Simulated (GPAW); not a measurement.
# PtS2 monolayer, Se on a S site: the scripts behind a bonding study

Short scripts, each with its output. The sheet lies in the middle of a cell with vacuum above and below.

## Step 1: Relax the structure

```text
cell
1.0
    10.710000000    0.000000000    0.000000000
     0.000000000   12.366842766    0.000000000
     0.000000000    0.000000000   11.660000000
Pt S Se
12 23 1
Direct
0.003033325 0.999010651 0.499094045
0.166200989 0.252364561 0.496466311
0.000078831 0.500942545 0.498112145
0.164919198 0.749566764 0.500909701
0.331246853 0.000379104 0.502847002
0.498810466 0.250308754 0.503602496
0.332943241 0.500948703 0.501439080
0.499443337 0.750790045 0.499870374
0.666965522 0.001416965 0.500541398
0.832958435 0.250301712 0.500703348
0.668905542 0.500299440 0.499356287
0.834636848 0.749276891 0.502100356
0.164662990 0.084732894 0.601541100
0.003258285 0.165435622 0.395058386
0.999397914 0.332712230 0.607433567
0.164612715 0.416387811 0.393005389
0.168804339 0.584791411 0.606350762
0.001682271 0.665560923 0.394300360
0.998708383 0.832691693 0.604310167
0.165088318 0.915581109 0.394489426
0.501385703 0.083023092 0.603966331
0.331938080 0.169403751 0.394598298
0.333557720 0.334331491 0.606003723
0.499342204 0.414818955 0.393911934
0.331924560 0.668692840 0.395390960
0.335446553 0.835791223 0.609237694
0.497392164 0.914331206 0.393645856
0.829557047 0.082838132 0.606909047
0.667096349 0.167899012 0.394129797
0.667036974 0.333525797 0.604338487
0.834038401 0.416863679 0.396448514
0.832140559 0.584018220 0.605621510
0.666024550 0.666737173 0.393447683
0.667420152 0.834293285 0.603610786
0.833649640 0.917864315 0.392875299
0.501738753 0.583795193 0.607007103
```

```python
from ase.constraints import FixSymmetry
from ase.filters import FrechetCellFilter
from ase.io import read, write
from ase.optimize import BFGS
from ase.parallel import parprint
from gpaw import GPAW, PW, FermiDirac

atoms = read("start.vasp")
atoms.calc = GPAW(mode=PW(400), xc="PBE", kpts={"size": (1, 1, 1), "gamma": True},
                 occupations=FermiDirac(0.05), maxiter=160, symmetry={"tolerance": 1e-5}, txt="relax.txt")
BFGS(atoms, maxstep=0.15).run(fmax=0.05, steps=35)
parprint("cell  %.4f %.4f %.4f  %.2f %.2f %.2f" % tuple(atoms.cell.cellpar()))
parprint("volume %.3f A^3, largest force %.3f eV/A, largest stress %.2f GPa" % (atoms.get_volume(), abs(atoms.get_forces()).max(), 160.218 * abs(atoms.get_stress()[[0, 1, 5]]).max()))
atoms.set_constraint()
write("relaxed.vasp", atoms, direct=True)
```

```console
$ OMP_NUM_THREADS=1 mpirun -n 4 gpaw python run.py > gpaw.log
```

```text
      Step        Energy          fmax
BFGS:    0     -186.764930        1.714749
BFGS:    1     -186.940980        1.261602
BFGS:    2     -187.110456        0.398168
BFGS:    3     -187.122817        0.277700
BFGS:    4     -187.142826        0.154927
BFGS:    5     -187.146429        0.116495
BFGS:    6     -187.148477        0.104708
BFGS:    7     -187.150545        0.086405
BFGS:    8     -187.152504        0.068671
BFGS:    9     -187.153985        0.062464
BFGS:   10     -187.155239        0.064694
BFGS:   11     -187.156097        0.042041
cell  10.7100 12.3668 11.6600  90.00 90.00 90.00
volume 1544.354 A^3, largest force 0.041 eV/A, largest stress 0.13 GPa
```

Time: 8.1 min on 4 cores of Arm Neoverse N1 (shared host), peak memory 1.3 GiB.

## Step 2: Build the all-electron density and subtract free atoms

```text
cell
1.0
    10.710000000    0.000000000    0.000000000
     0.000000000   12.366842766    0.000000000
     0.000000000    0.000000000   11.660000000
Pt S Se
12 23 1
Direct
0.999673999 0.000168430 0.499903314
0.166106265 0.249678381 0.499393864
0.000051724 0.499865458 0.499126911
0.166562267 0.750400290 0.500258250
0.333142996 0.000955434 0.499472475
0.499913772 0.250519575 0.499694996
0.331216907 0.499176385 0.500557831
0.499923689 0.752614716 0.500060129
0.666640408 0.000906404 0.499093238
0.833550576 0.249905893 0.499216605
0.668725576 0.499217929 0.500251524
0.833118349 0.750397832 0.499759571
0.166284135 0.083233205 0.606038548
0.999779690 0.166514570 0.393427771
0.999879105 0.332987531 0.605306289
0.165945097 0.416071814 0.392303530
0.165276129 0.583035977 0.605869703
0.000091872 0.667270953 0.394212697
0.999619378 0.833407347 0.605836012
0.166465831 0.917269157 0.394209121
0.500027973 0.083776123 0.605383770
0.333061334 0.167677916 0.393601223
0.332185673 0.332268223 0.605291870
0.500027521 0.418194610 0.395593630
0.333855959 0.666869169 0.395808177
0.333091258 0.834659200 0.605318202
0.499764020 0.918886395 0.392168808
0.833156778 0.083344660 0.605607583
0.666484521 0.167828112 0.393514466
0.667594853 0.332621992 0.605478322
0.834240287 0.416442997 0.391958768
0.834495763 0.583110090 0.605311660
0.665795244 0.666716378 0.395408219
0.666768298 0.834672188 0.605139421
0.833351284 0.917340205 0.393694859
0.500198716 0.583727467 0.619474645
```

```python
import numpy as np
from ase.io import read
from ase.units import Bohr
from gpaw import GPAW, PW, FermiDirac
from gpaw.calculator import GPAW as OldGPAW
from gpaw.mpi import serial_comm, world
from scipy.special import erfc
from scipy.spatial import cKDTree

atoms = read("cell.vasp")
atoms.calc = GPAW(mode=PW(500), xc="PBE", kpts={"size": (1, 1, 1), "gamma": True},
                 occupations=FermiDirac(0.05), maxiter=160, symmetry={"tolerance": 1e-5}, txt="scf.txt")
atoms.get_potential_energy()
rho = atoms.calc.get_all_electron_density(gridrefinement=2)
moments = atoms.get_magnetic_moments() if atoms.calc.get_number_of_spins() == 2 else np.zeros(len(atoms))
total = atoms.get_magnetic_moment() if moments.any() else 0.0
if world.rank == 0:
    free = OldGPAW(mode=PW(500), xc="PBE", txt=None, communicator=serial_comm)
    neutral = atoms.copy()
    neutral.set_initial_magnetic_moments(None)
    free.initialize(neutral)
    free.set_positions(neutral)
    drho = rho - free.get_all_electron_density(gridrefinement=2)
    # GPAW starts from confined atoms: exchange their smooth part for that of the datasets' free atoms
    h = np.stack(np.meshgrid(*[np.fft.fftfreq(n, 1 / n) for n in drho.shape], indexing="ij"), -1)
    gabs = np.linalg.norm(h @ atoms.cell.reciprocal(), axis=-1)
    tails = np.fft.fftn(free.get_pseudo_density(gridrefinement=2))
    g, form, v0 = np.linspace(0, gabs.max(), 1500), {}, 0
    for e in set(atoms.symbols):
        idx = atoms.symbols.search(e)
        d = free.setups[idx[0]].data
        r, w = d.rgd.r_g * Bohr, d.rgd.r_g**2 * d.rgd.dr_g
        j0 = np.sinc(2 * g[:, None] * r)
        smooth = sum(f * p**2 for f, p in zip(d.f_j, d.phit_jg)) + np.sqrt(4 * np.pi) * d.nct_g
        full = sum(f * p**2 for f, p in zip(d.f_j, d.phi_jg)) + np.sqrt(4 * np.pi) * d.nc_g
        phase = sum(np.exp(-2j * np.pi * h @ s) for s in atoms.get_scaled_positions()[idx])
        tails -= np.interp(gabs, g, j0 @ (smooth * w)) * phase * drho.size / atoms.get_volume()
        form[e] = j0 @ (full * w)
        v0 += 2 * np.pi / 3 * 14.3996 * (full * w * r**2).sum() * len(idx)  # V A^3
    tails *= 0.5 * erfc((gabs - 1.8) / 0.25)  # the tails differ at long wavelengths alone
    drho += np.fft.ifftn(tails).real  # crystal minus superposed spherical free atoms
    np.save("drho.npy", drho)
    dv = atoms.get_volume() / drho.size
    print("grid", drho.shape, " electrons %.3f" % (rho.sum() * dv), " moved by bonding %.3f e" % (abs(drho).sum() * dv / 2))
    pts = np.indices(drho.shape).reshape(3, -1).T / drho.shape @ atoms.cell
    shifts = (np.indices((3, 3, 3)).reshape(3, -1).T - 1) @ atoms.cell
    images = (atoms.positions[None] + shifts[:, None]).reshape(-1, 3)
    dist, idx = cKDTree(images).query(pts, k=4)
    out = drho.ravel()[dist[:, 0] > 0.5]
    print("deformation density beyond 0.5 A of the nuclei: max %.3f, min %.3f e/A^3" % (out.max(), out.min()))
    tie = dist < dist[:, :1] + 1e-4
    q = -np.bincount((idx % len(atoms))[tie], (drho.ravel()[:, None] / tie.sum(1, keepdims=True) * tie)[tie], len(atoms)) * dv
    print("atom        x       y       z   Voronoi charge  moment")
    for a, s, c, m in zip(atoms, atoms.get_scaled_positions(), q, moments):
        print("%-2s%-3d %7.4f %7.4f %7.4f %10.3f %10.2f" % (a.symbol, a.index + 1, *s, c, m))
    np.savez("free.npz", g=g, **form)
    print("mean inner potential of superposed free atoms %.3f V" % (v0 / atoms.get_volume()))
    print("total magnetic moment %.3f muB" % total)
```

```console
$ OMP_NUM_THREADS=1 mpirun -n 4 gpaw python run.py > gpaw.log
```

```text
grid (112, 128, 126)  electrons 1338.000  moved by bonding 9.437 e
deformation density beyond 0.5 A of the nuclei: max 0.340, min -0.819 e/A^3
atom        x       y       z   Voronoi charge  moment
Pt1    0.9997  0.0002  0.4999      0.221       0.00
Pt2    0.1661  0.2497  0.4994      0.222       0.00
Pt3    0.0001  0.4999  0.4991      0.222       0.00
Pt4    0.1666  0.7504  0.5003      0.221       0.00
Pt5    0.3331  0.0010  0.4995      0.222       0.00
Pt6    0.4999  0.2505  0.4997      0.221       0.00
Pt7    0.3312  0.4992  0.5006      0.202       0.00
Pt8    0.4999  0.7526  0.5001      0.202       0.00
Pt9    0.6666  0.0009  0.4991      0.222       0.00
Pt10   0.8336  0.2499  0.4992      0.222       0.00
Pt11   0.6687  0.4992  0.5003      0.202       0.00
Pt12   0.8331  0.7504  0.4998      0.221       0.00
S 13   0.1663  0.0832  0.6060     -0.110       0.00
S 14   0.9998  0.1665  0.3934     -0.113       0.00
S 15   0.9999  0.3330  0.6053     -0.113       0.00
S 16   0.1659  0.4161  0.3923     -0.113       0.00
S 17   0.1653  0.5830  0.6059     -0.113       0.00
S 18   0.0001  0.6673  0.3942     -0.111       0.00
S 19   0.9996  0.8334  0.6058     -0.112       0.00
S 20   0.1665  0.9173  0.3942     -0.110       0.00
S 21   0.5000  0.0838  0.6054     -0.113       0.00
S 22   0.3331  0.1677  0.3936     -0.111       0.00
S 23   0.3322  0.3323  0.6053     -0.114       0.00
S 24   0.5000  0.4182  0.3956     -0.114       0.00
S 25   0.3339  0.6669  0.3958     -0.115       0.00
S 26   0.3331  0.8347  0.6053     -0.114       0.00
S 27   0.4998  0.9189  0.3922     -0.112       0.00
S 28   0.8332  0.0833  0.6056     -0.111       0.00
S 29   0.6665  0.1678  0.3935     -0.110       0.00
S 30   0.6676  0.3326  0.6055     -0.113       0.00
S 31   0.8342  0.4164  0.3920     -0.112       0.00
S 32   0.8345  0.5831  0.6053     -0.114       0.00
S 33   0.6658  0.6667  0.3954     -0.113       0.00
S 34   0.6668  0.8347  0.6051     -0.113       0.00
S 35   0.8334  0.9173  0.3937     -0.110       0.00
Se36   0.5002  0.5837  0.6195     -0.018       0.00
mean inner potential of superposed free atoms 7.960 V
total magnetic moment 0.000 muB
```

Time: 2.6 min.

[Outputs are excerpts: Python notices, other lines and further rows are left out; steps that failed or that the build refused (PBEsol, TPSS) are not shown.]

[Logs are printed without paths, hosts, clocks, repeated set-up lines and the standing remarks that a program may print on its own settings, such as how far it seeks lower states.]
